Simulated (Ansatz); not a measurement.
## Li(110) film, 1 layer, flat: channels in plane against thickness

How does quantum confinement change the conductance of Li(110) film, 1 layer, flat and thicker films?

Main program and level: Ansatz 0.2.0; Ansatz plane-wave DFT, PBE, PAW files; ballistic transport by layer matching (Landauer), zero bias.

**1. Set-up**

The cell holds 2 atoms: 2 Li. Cell: a = 11.000 Å, b = 3.510 Å, c = 4.964 Å, α = 90.0°, β = 90.0°, γ = 90.0°. It derives from Li. Vacuum lies along a. The structure's axis is c.

**2. With 1 layer**

Vacuum lies along the first vector, which takes one k-point, and the current runs in the film's plane. One period is a perfect wire, so its channels are the result. Energies from -0.27 to 0.27 eV in steps of 0.036 eV cover the slope of the Fermi function at 300 K, so the program can form a conductance.

The input, input.yaml:

```yaml
crystal:
  lattice:
    - [11.0, 0.0, 0.0]
    - [0.0, 3.51, 0.0]
    - [0.0, 0.0, 4.9638896039]
  atoms:
    - { symbol: Li, position: [0.4090909091, 0.0, 0.0] }
    - { symbol: Li, position: [0.4090909091, 0.5, 0.5] }
kpoints:
  mp_grid: { grid: [1, 12, 9] }
hamiltonian:
  xc: pbe
scf:
  occupations: { method: fermi_dirac, width: 0.1 }
output:
  transmission:
    leads: [[0, 0]]
    kmesh: [1, 36]
    e_range: [-0.27, 0.27]
    de: 0.036
```

On the command line:

```console
ansatz run input.yaml --threads 4 --pin off --max-ram 8192MiB --backend cpu --events-out ev --progress --plain --runs-dir out
```

Numbers of over 12 decimals in the logs are rounded to 6 here.

Log:

```text
Engine: ansatz 0.2.0, x86_64-unknown-linux-gnu
Pseudopotentials: kind: paw
Pseudopotential: Li, paw, valence charge 3, recommended cutoff 420 eV (normal), Li.paw.azcp
Functional definition: PBE
  parameter kappa = 0.804
  parameter beta = 0.066725
  exchange = pbe_x(kappa = kappa, mu = beta*pi^2/3)
  correlation = pbe_c(beta = beta)
Crystal: 2 atoms, lattice volume = 191.656 Å³
Basis set: ecut = 420 eV, 3739 PW (Γ)
Bands: 7, of which v1, the nominal top of the filled ones, is band 3 counted from 1 (2 counted from 0)
Symmetry: 16 space group operations
Space group: Cmmm (ITA 65), of the structure as read, at distance tolerance 5.8e-5 Å
k-points: 35 of 108
Non-local potential: Li, projectors of the file, l = 0: 3, l = 1: 2, l = 2: 1
PAW form: soft (Blöchl's): semilocal exchange-correlation on the pseudo side does not see the compensation charge
PAW one-centre angular grid: Li, 110 points (default); XC on 64 Gauss nodes
Initial density: superposition of atomic densities (neutral atoms: chi_scale 0, normalization atom), corrected by the library's trained network
Initial wavefunctions: pseudopotential atomic-orbital guess
Functional: x = pbe(κ = 0.804, μ = 0.219515), c = pbe(β = 0.066725)
SCF iter   1: F=—  HF=-408.339799 eV  |F-HF|=—  |Δ(HF+E_count)|=         —  Δρ=6.06e-4  dr2=1.28e-3  ethr=1.77e-3  ⟨swp⟩=5.1  Hψ=1890  notcnv=0
preconditioner: auto → LDOS  [metal: Δε(μ)=0.028 eV  Ē_g=3.556 eV  σ=0.100 eV  W_gap=0.07  n_scr=10 (ndim 8)  ℏωp=3.8 eV  f_vac=0.502  D(μ)=1.04/eV (n_scr^D=2)  β→1.0]
SCF iter   2: F=—  HF=-408.341590 eV  |F-HF|=—  |Δ(HF+E_count)|=   1.79e-3  Δρ=1.63e-4  dr2=1.43e-4  ethr=2.14e-5  ⟨swp⟩=2.0  Hψ=673  notcnv=0
SCF iter   3: F=—  HF=-408.341660 eV  |F-HF|=—  |Δ(HF+E_count)|=   7.08e-5  Δρ=3.08e-5  dr2=4.44e-6  ethr=2.38e-6  ⟨swp⟩=1.8  Hψ=290  notcnv=0
SCF iter   4: F=—  HF=-408.341664 eV  |F-HF|=—  |Δ(HF+E_count)|=   3.91e-6  Δρ=5.86e-6  dr2=9.50e-8  ethr=7.40e-8  ⟨swp⟩=1.9  Hψ=284  notcnv=0
iter 5 did not close the SCF: its close was put off for the readings that it lacked (scf_convergence_deferred on its scf_iter line)
SCF iter   5: F=-408.341664 eV  HF=-408.341664 eV  |F-HF|=3.76e-9  |Δ(HF+E_count)|=   9.38e-8  Δρ=9.79e-7  dr2=1.52e-9  ethr=1.58e-9  ⟨swp⟩=2.8  Hψ=382  notcnv=0
SCF iter   6: F=-408.341664 eV  HF=-408.341664 eV  |F-HF|=6.45e-11  |Δ(HF+E_count)|=   4.22e-9  Δρ=8.84e-8  dr2=1.94e-11  ethr=2.53e-11  ⟨swp⟩=1.2  Hψ=741  notcnv=0
the search or the solves at the SCF's close seem to have found levels that the self-consistency loop had missed (the run counts 1). By its estimate they hold under 1e-12 electrons; where the run keeps them, the occupations were computed again with them
SCF 1 converged in 6 iterations: F = -408.341664 eV  dr2 = 1.94e-11
  greatest PAW one-centre occupation: 1.000 electrons in one spin orbital (limit 2), on the Li atom at site 1 (counted from 0), in its partial waves of l = 0
transmission: 14 of 133 steps passed
transmission: 28 of 133 steps passed
[...]
transmission: 133 of 133 steps passed
SCF converged after 6 iterations
Free energy (F): -408.341664 eV
Harris-Foulkes:  -408.341664 eV  (|F-HF|=6.45e-11)
Internal energy: -408.306740 eV  (E = F + TS)
E sigma→0 (E₀):  -408.324202 eV
Entropy (-TS):   -0.034924 eV (-17.462 meV/atom)
Fermi energy:    -2.183566 eV
--- Per-component energies (eV) ---
  E_band       = -204.468295
  E_kinetic    = 40.733741
  E_local      = -513.236702  (includes V_loc(G=0)·N_el)
  E_nonlocal   = -66.569931
  E_hartree    = 191.834721
  E_xc         = -18.627485
  E_vxc        = -23.919025  (∫ρ·V_xc dr)
  E_paw        = -41.953518  (= ΣΔE_a)
  E_vpaw       = -25.145891  (= ΣTr[D̂ρ^β])
  E_aug_tail   = 0.000025  (compensation charges beyond the density's cutoff)
  E_ewald      = -0.487593
  E_smearing   = -0.034924  (= −TS)
  E_closure    = -0.000000  (closes the sum)
  Σ components = -408.341664   (vs F -408.341664, Δ=0.00e0)
--- Band table (eV; the first three rows and the last of 35) ---
  k-point 0: bands = ["-49.5415", "-49.5291", "-4.1987", "-1.6996", "-0.5337", "0.5032", "2.3107"]
  k-point 1: bands = ["-49.5411", "-49.5295", "-4.1413", "-1.6251", "-0.8531", "0.5753", "2.7308"]
  k-point 2: bands = ["-49.5400", "-49.5306", "-3.9690", "-1.4988", "-1.4017", "0.7914", "1.9214"]
  k-point 34: bands = ["-49.5342", "-49.5342", "-1.5876", "-1.5876", "0.8429", "0.8429", "2.2367"]
--- Transmission ---
  basis      : 335 plane waves across, 7 finite elements along
  points     : 19, standing for a mesh of 1 x 36
  filling    : by the input's occupations and mesh, since the crystals that have channels conduct as metals do. If one of these is a semiconductor, that mesh has misplaced its level
  energies   : 16 from -0.270000 to 0.270000 eV about the Fermi level, 0.036000 eV apart; the leads are filled to 0.000000 eV, and channels, transmission and decay are at 0.018000 eV
  crystal 0  : Li2, at the sites [0, 0], period 4.9639 Å: whole cells are its period
    offset         : up to 0.0000 Å between an atom of the period and one for which it stands
    filled         : 3.8 meV under the level at which it is neutral
    channels       : 9.166667e-1 a spin
    conductance    : 1.8567e14 S/m² at 300 K; may be off by some 0.0 % by where its bands' edges are placed, 7.2 % from the k-mesh, 0.1 % from the distance to neutral
    slowest decay  : 0.1164 /Å at (0.0000, 0.4722)
```

Wall time 2 min (4 threads of Intel Xeon Platinum 8488C (Sapphire Rapids), shared host); peak memory 1.3 GiB.

The column dr2 measures how far the density is from self-consistency, as an energy; F and HF (Harris–Foulkes) agree once it is small.

This step gave:

| Quantity | Value |
| --- | --- |
| free energy | -408.3417 eV |
| energy at zero smearing | -408.3242 eV |
| Fermi energy | -2.184 eV |
| cell area | 38.61 Å² |
| estimated errors of the lead's conductance | 0, 7.2, 0.1 % (band edges, k-mesh, distance from neutral) |
| lead conductance per cell | 0.9252 G₀ |

Per spin. Open channels, zone mean, lead against energy, zero at the Fermi level:

| energy (eV) | open channels, zone mean, lead |
| --- | --- |
| -0.270 | 0.861 |
| -0.234 | 0.861 |
| -0.198 | 0.861 |
| -0.162 | 0.917 |
| -0.126 | 0.917 |
| -0.090 | 0.917 |
| -0.054 | 0.917 |
| -0.018 | 0.917 |
| 0.018 | 0.917 |
| 0.054 | 0.972 |
| 0.090 | 0.972 |
| 0.126 | 0.972 |
| 0.162 | 0.972 |
| 0.198 | 0.972 |
| 0.234 | 0.972 |
| 0.270 | 0.972 |

The program's largest error estimate for it is 7.2 %, from the k-mesh.

**3. With 2 layers, thickness 4.964 A**

The film grows to 2 layers.

System of this step: Li(110) film, 2 layers, flat. The cell holds 4 atoms: 4 Li. Its edges and angles: a = 13.482 Å, b = 3.510 Å, c = 4.964 Å, α = 90.0°, β = 90.0°, γ = 90.0°. It derives from Li. Vacuum lies along a. The structure's axis is c.

input.yaml, the sections that differ from step 2:

```yaml
crystal:
  lattice:
    - [13.481944802, 0.0, 0.0]
    - [0.0, 3.51, 0.0]
    - [0.0, 0.0, 4.9638896039]
  atoms:
    - { symbol: Li, position: [0.3337797377, 0.0, 0.0] }
    - { symbol: Li, position: [0.3337797377, 0.5, 0.5] }
    - { symbol: Li, position: [0.5178737122, 0.5, 0.0] }
    - { symbol: Li, position: [0.5178737122, 0.0, 0.5] }
# kpoints, hamiltonian, scf, output: as in step 2
```

Log:

```text
[...]
Crystal: 4 atoms, lattice volume = 234.899 Å³
Basis set: ecut = 420 eV, 4619 PW (Γ)
Bands: 10, of which v1, the nominal top of the filled ones, is band 6 counted from 1 (5 counted from 0)
[... 1 set-up line as in the run before ...]
[...]
k-points: 35 of 108
[...]
Fermi energy:    -1.611043 eV
[...]
--- Band table (eV; the first three rows and the last of 35) ---
[...]
--- Transmission ---
  basis      : 411 plane waves across, 7 finite elements along
  points     : 19, standing for a mesh of 1 x 36
[...]
crystal 0  : Li4, at the sites [0, 0], period 4.9639 Å: whole cells are its period
[...]
filled         : 0.3 meV under the level at which it is neutral
    channels       : 1.833333e0 a spin
[...]
[key lines of the parts left out:]
SCF converged after 6 iterations
Free energy (F): -817.703081 eV
```

Elapsed: 3.7 min, on 4 threads; peak memory 1.9 GiB.

Numbers from this step:

```yaml
free_energy: -817.7031 eV
energy_at_zero_smearing: -817.6671 eV
fermi_energy: -1.611 eV
cell_area: 47.32 Å²
estimated_errors_of_the_lead_s_conductance: 0, 7, 0 % (band edges, k-mesh, distance from neutral)
lead_conductance_per_cell: 1.829 G₀
```

Per spin. Table of open channels, zone mean, lead by energy, zero at the Fermi level:

| energy (eV) | open channels, zone mean, lead |
| --- | --- |
| -0.270 | 1.67 |
| -0.234 | 1.67 |
| -0.198 | 1.72 |
| -0.162 | 1.72 |
| -0.126 | 1.72 |
| -0.090 | 1.78 |
| -0.054 | 1.83 |
| -0.018 | 1.83 |
| 0.018 | 1.83 |
| 0.054 | 1.83 |
| 0.090 | 1.83 |
| 0.126 | 1.89 |
| 0.162 | 1.89 |
| 0.198 | 1.89 |
| 0.234 | 1.94 |
| 0.270 | 1.94 |

The lead conductance per cell is 1.83 G₀, 2.0 times the 0.925 G₀ of the last finished run.

**4. With 3 layers, thickness 7.446 A**

The film grows to 3 layers.

System of this step: Li(110) film, 3 layers, flat. The cell holds 6 atoms: 6 Li. Cell: a = 15.964 Å, b = 3.510 Å, c = 4.964 Å, α = 90.0°, β = 90.0°, γ = 90.0°. It derives from Li. Vacuum lies along a. The structure's axis is c.

input.yaml, the sections that differ from step 3:

```yaml
crystal:
  lattice:
    - [15.9638896039, 0.0, 0.0]
    - [0.0, 3.51, 0.0]
    - [0.0, 0.0, 4.9638896039]
  atoms:
    - { symbol: Li, position: [0.2818861889, 0.0, 0.0] }
    - { symbol: Li, position: [0.2818861889, 0.5, 0.5] }
    - { symbol: Li, position: [0.4373586247, 0.5, 0.0] }
    - { symbol: Li, position: [0.4373586247, 0.0, 0.5] }
    - { symbol: Li, position: [0.5928310605, 0.0, 0.0] }
    - { symbol: Li, position: [0.5928310605, 0.5, 0.5] }
# kpoints, hamiltonian, scf, output: as in step 3
```

Log:

```text
[...]
Crystal: 6 atoms, lattice volume = 278.143 Å³
Basis set: ecut = 420 eV, 5451 PW (Γ)
Bands: 15, of which v1, the nominal top of the filled ones, is band 9 counted from 1 (8 counted from 0)
[... 1 set-up line as in the run before ...]
[...]
k-points: 35 of 108
[...]
k-point 34: bands = [... 5 lower, -47.8704, -1.3183, -1.3183, -0.8808, -0.8808, -0.8630, -0.8630, 1.7764, ... 2 higher]
--- Transmission ---
  basis      : 483 plane waves across, 7 finite elements along
  points     : 19, standing for a mesh of 1 x 36
[...]
crystal 0  : Li6, at the sites [0, 0], period 4.9639 Å: whole cells are its period
[...]
filled         : 1.1 meV under the level at which it is neutral
    channels       : 2.694444e0 a spin
[...]
[key lines of the parts left out:]
SCF converged after 6 iterations
Free energy (F): -1227.095222 eV
Fermi energy:    -1.211885 eV
```

Elapsed: 6.8 min, on 4 threads; peak memory 2.5 GiB.

This step gave:

| Quantity | Value |
| --- | --- |
| free energy | -1227.0952 eV |
| energy at zero smearing | -1227.0401 eV |
| Fermi energy | -1.212 eV |
| cell area | 56.03 Å² |
| estimated errors of the lead's conductance | 0, 4.5, 0 % (band edges, k-mesh, distance from neutral) |
| lead conductance per cell | 2.667 G₀ |

Per spin. Table of open channels, zone mean, lead by energy, zero at the Fermi level:

| energy (eV) | open channels, zone mean, lead |
| --- | --- |
| -0.270 | 2.47 |
| -0.234 | 2.47 |
| -0.198 | 2.47 |
| -0.162 | 2.58 |
| -0.126 | 2.58 |
| -0.090 | 2.58 |
| -0.054 | 2.58 |
| -0.018 | 2.69 |
| 0.018 | 2.69 |
| 0.054 | 2.69 |
| 0.090 | 2.64 |
| 0.126 | 2.64 |
| 0.162 | 2.53 |
| 0.198 | 2.69 |
| 0.234 | 2.69 |
| 0.270 | 2.86 |

The lead conductance per cell is 2.67 G₀, 46 % over the 1.83 G₀ of the last finished run.

**5. With 4 layers, thickness 9.928 A**

The film grows to 4 layers.

System of this step: Li(110) film, 4 layers, flat. The cell holds 8 atoms: 8 Li. Its edges and angles: a = 18.446 Å, b = 3.510 Å, c = 4.964 Å, α = 90.0°, β = 90.0°, γ = 90.0°. It derives from Li. Vacuum lies along a. The structure's axis is c.

input.yaml, the sections that differ from step 4:

```yaml
crystal:
  lattice:
    - [18.4458344059, 0.0, 0.0]
    - [0.0, 3.51, 0.0]
    - [0.0, 0.0, 4.9638896039]
  atoms:
    - { symbol: Li, position: [0.2439575191, 0.0, 0.0] }
    - { symbol: Li, position: [0.2439575191, 0.5, 0.5] }
    - { symbol: Li, position: [0.3785106517, 0.5, 0.0] }
    - { symbol: Li, position: [0.3785106517, 0.0, 0.5] }
    - { symbol: Li, position: [0.5130637842, 0.0, 0.0] }
    - { symbol: Li, position: [0.5130637842, 0.5, 0.5] }
    - { symbol: Li, position: [0.6476169168, 0.5, 0.0] }
    - { symbol: Li, position: [0.6476169168, 0.0, 0.5] }
# kpoints, hamiltonian, scf, output: as in step 4
```

Log:

```text
[...]
Crystal: 8 atoms, lattice volume = 321.386 Å³
Basis set: ecut = 420 eV, 6291 PW (Γ)
Bands: 20, of which v1, the nominal top of the filled ones, is band 12 counted from 1 (11 counted from 0)
[... 1 set-up line as in the run before ...]
[...]
k-points: 35 of 108
[...]
k-point 34: bands = [... 8 lower, -1.0743, -1.0743, -0.7635, -0.7635, -0.6077, -0.6077, -0.5196, -0.5196, ... 4 higher]
--- Transmission ---
  basis      : 559 plane waves across, 7 finite elements along
  points     : 19, standing for a mesh of 1 x 36
[...]
crystal 0  : Li8, at the sites [0, 0], period 4.9639 Å: whole cells are its period
[...]
filled         : 4.7 meV under the level at which it is neutral
    channels       : 3.555556e0 a spin
[...]
[key lines of the parts left out:]
SCF converged after 6 iterations
Free energy (F): -1636.481665 eV
Fermi energy:    -0.911735 eV
```

It took 9.9 min on 4 threads; peak memory 3.3 GiB.

This step gave:

| Item | Value |
| --- | --- |
| free energy | -1636.4817 eV |
| energy at zero smearing | -1636.4113 eV |
| Fermi energy | -0.9117 eV |
| cell area | 64.74 Å² |
| estimated errors of the lead's conductance | 0, 6, 0.1 % (band edges, k-mesh, distance from neutral) |
| lead conductance per cell | 3.536 G₀ |

Per spin. Table of open channels, zone mean, lead by energy, zero at the Fermi level:

| energy (eV) | open channels, zone mean, lead |
| --- | --- |
| -0.270 | 3.22 |
| -0.234 | 3.22 |
| -0.198 | 3.28 |
| -0.162 | 3.28 |
| -0.126 | 3.33 |
| -0.090 | 3.5 |
| -0.054 | 3.5 |
| -0.018 | 3.56 |
| 0.018 | 3.56 |
| 0.054 | 3.56 |
| 0.090 | 3.56 |
| 0.126 | 3.72 |
| 0.162 | 3.61 |
| 0.198 | 3.5 |
| 0.234 | 3.39 |
| 0.270 | 3.61 |

The lead conductance per cell is 3.54 G₀, 33 % over the 2.67 G₀ of the last finished run.

**6. With 5 layers, thickness 12.41 A**

The film grows to 5 layers.

System of this step: Li(110) film, 5 layers, flat. The cell holds 10 atoms: 10 Li. Its edges and angles: a = 20.928 Å, b = 3.510 Å, c = 4.964 Å, α = 90.0°, β = 90.0°, γ = 90.0°. It derives from Li. Vacuum lies along a. The structure's axis is c.

input.yaml, the sections that differ from step 5:

```yaml
crystal:
  lattice:
    - [20.9277792079, 0.0, 0.0]
    - [0.0, 3.51, 0.0]
    - [0.0, 0.0, 4.9638896039]
  atoms:
    - { symbol: Li, position: [0.2150252043, 0.0, 0.0] }
    - { symbol: Li, position: [0.2150252043, 0.5, 0.5] }
    - { symbol: Li, position: [0.3336209128, 0.5, 0.0] }
    - { symbol: Li, position: [0.3336209128, 0.0, 0.5] }
    - { symbol: Li, position: [0.4522166213, 0.0, 0.0] }
    - { symbol: Li, position: [0.4522166213, 0.5, 0.5] }
    - { symbol: Li, position: [0.5708123297, 0.5, 0.0] }
    - { symbol: Li, position: [0.5708123297, 0.0, 0.5] }
    - { symbol: Li, position: [0.6894080382, 0.0, 0.0] }
    - { symbol: Li, position: [0.6894080382, 0.5, 0.5] }
# kpoints, hamiltonian, scf, output: as in step 5
```

Log:

```text
[...]
Crystal: 10 atoms, lattice volume = 364.630 Å³
Basis set: ecut = 420 eV, 7151 PW (Γ)
Bands: 25, of which v1, the nominal top of the filled ones, is band 15 counted from 1 (14 counted from 0)
[... 1 set-up line as in the run before ...]
[...]
k-points: 35 of 108
[...]
k-point 34: bands = [... 11 lower, -0.8951, -0.6741, -0.6741, -0.4453, -0.4453, -0.3749, -0.3749, -0.3310, ... 6 higher]
--- Transmission ---
  basis      : 635 plane waves across, 7 finite elements along
  points     : 19, standing for a mesh of 1 x 36
[...]
crystal 0  : Li10, at the sites [0, 0], period 4.9639 Å: whole cells are its period
[...]
filled         : 3.7 meV under the level at which it is neutral
    channels       : 4.361111e0 a spin
[...]
[key lines of the parts left out:]
SCF converged after 6 iterations
Free energy (F): -2045.865740 eV
Fermi energy:    -0.698462 eV
```

Wall time 16 min (4 threads); peak memory 4.3 GiB.

Numbers from this step:

| Property | Result |
| --- | --- |
| free energy | -2045.8657 eV |
| energy at zero smearing | -2045.7779 eV |
| Fermi energy | -0.6985 eV |
| cell area | 73.46 Å² |
| estimated errors of the lead's conductance | 0, 2.5, 0 % (band edges, k-mesh, distance from neutral) |
| lead conductance per cell | 4.342 G₀ |

Per spin. Open channels, zone mean, lead against energy, zero at the Fermi level:

| energy (eV) | open channels, zone mean, lead |
| --- | --- |
| -0.270 | 3.78 |
| -0.234 | 3.92 |
| -0.198 | 4.03 |
| -0.162 | 4.14 |
| -0.126 | 4.14 |
| -0.090 | 4.25 |
| -0.054 | 4.31 |
| -0.018 | 4.36 |
| 0.018 | 4.36 |
| 0.054 | 4.36 |
| 0.090 | 4.47 |
| 0.126 | 4.42 |
| 0.162 | 4.58 |
| 0.198 | 4.53 |
| 0.234 | 4.42 |
| 0.270 | 4.53 |

The lead conductance per cell is 4.34 G₀, 23 % over the 3.54 G₀ of the last finished run.

**7. The ladder**

Times are for 4 threads of Intel Xeon Platinum 8488C (Sapphire Rapids), shared host. The series side by side:

| no. | layers | lead conductance per cell (G₀) | time | memory (GiB) |
| --- | --- | --- | --- | --- |
| 1 | 1 | 0.9252 | 2 min | 1.3 |
| 2 | 2 | 1.829 | 3.7 min | 1.9 |
| 3 | 3 | 2.667 | 6.8 min | 2.5 |
| 4 | 4 | 3.536 | 9.9 min | 3.3 |
| 5 | 5 | 4.342 | 16 min | 4.3 |

The runs together. Open channels, zone mean against energy, zero at the Fermi level:

| energy (eV) | 1 | 2 | 3 | 4 | 5 |
| --- | --- | --- | --- | --- | --- |
| -0.270 | 0.861 | 1.67 | 2.47 | 3.22 | 3.78 |
| -0.234 | 0.861 | 1.67 | 2.47 | 3.22 | 3.92 |
| -0.198 | 0.861 | 1.72 | 2.47 | 3.28 | 4.03 |
| -0.162 | 0.917 | 1.72 | 2.58 | 3.28 | 4.14 |
| -0.126 | 0.917 | 1.72 | 2.58 | 3.33 | 4.14 |
| -0.090 | 0.917 | 1.78 | 2.58 | 3.5 | 4.25 |
| -0.054 | 0.917 | 1.83 | 2.58 | 3.5 | 4.31 |
| -0.018 | 0.917 | 1.83 | 2.69 | 3.56 | 4.36 |
| 0.018 | 0.917 | 1.83 | 2.69 | 3.56 | 4.36 |
| 0.054 | 0.972 | 1.83 | 2.69 | 3.56 | 4.36 |
| 0.090 | 0.972 | 1.83 | 2.64 | 3.56 | 4.47 |
| 0.126 | 0.972 | 1.89 | 2.64 | 3.72 | 4.42 |
| 0.162 | 0.972 | 1.89 | 2.53 | 3.61 | 4.58 |
| 0.198 | 0.972 | 1.89 | 2.69 | 3.5 | 4.53 |
| 0.234 | 0.972 | 1.94 | 2.69 | 3.39 | 4.42 |
| 0.270 | 0.972 | 1.94 | 2.86 | 3.61 | 4.53 |

**8. What came out**

| Item | Value |
| --- | --- |
| conductance per cell, 1 layer | 0.925 G₀ |
| conductance per cell, 2 layers | 1.83 G₀ |
| conductance per cell, 3 layers | 2.67 G₀ |
| conductance per cell, 4 layers | 3.54 G₀ |
| conductance per cell, 5 layers | 4.34 G₀ |

What this shows: The conductance per cell width goes from 0.925 G0 at 1 to 4.34 G0 at 5 layers. Over the film's own cross-section (layers × spacing × width) the conductance runs from 0.82 to 0.77×10¹⁵ S/m²; that nominal section leaves out the charge that spills into the vacuum, which flatters the thinnest films. The gains from one thickness to the next are 0.90, 0.84, 0.87 and 0.81 G0 per added layer; their spread isn't beyond the error estimates. The film repeats perfectly along the current, so nothing scatters; its faces are clean and not relaxed.

[Logs are printed without paths, hosts, clocks, repeated set-up lines and the standing remarks that a program may print on its own settings, such as how far it seeks lower states.]

[Hosts, paths, dates, database ids (printed as entryN), source tags and the programs' standing remarks are cut or masked in the printed files.]
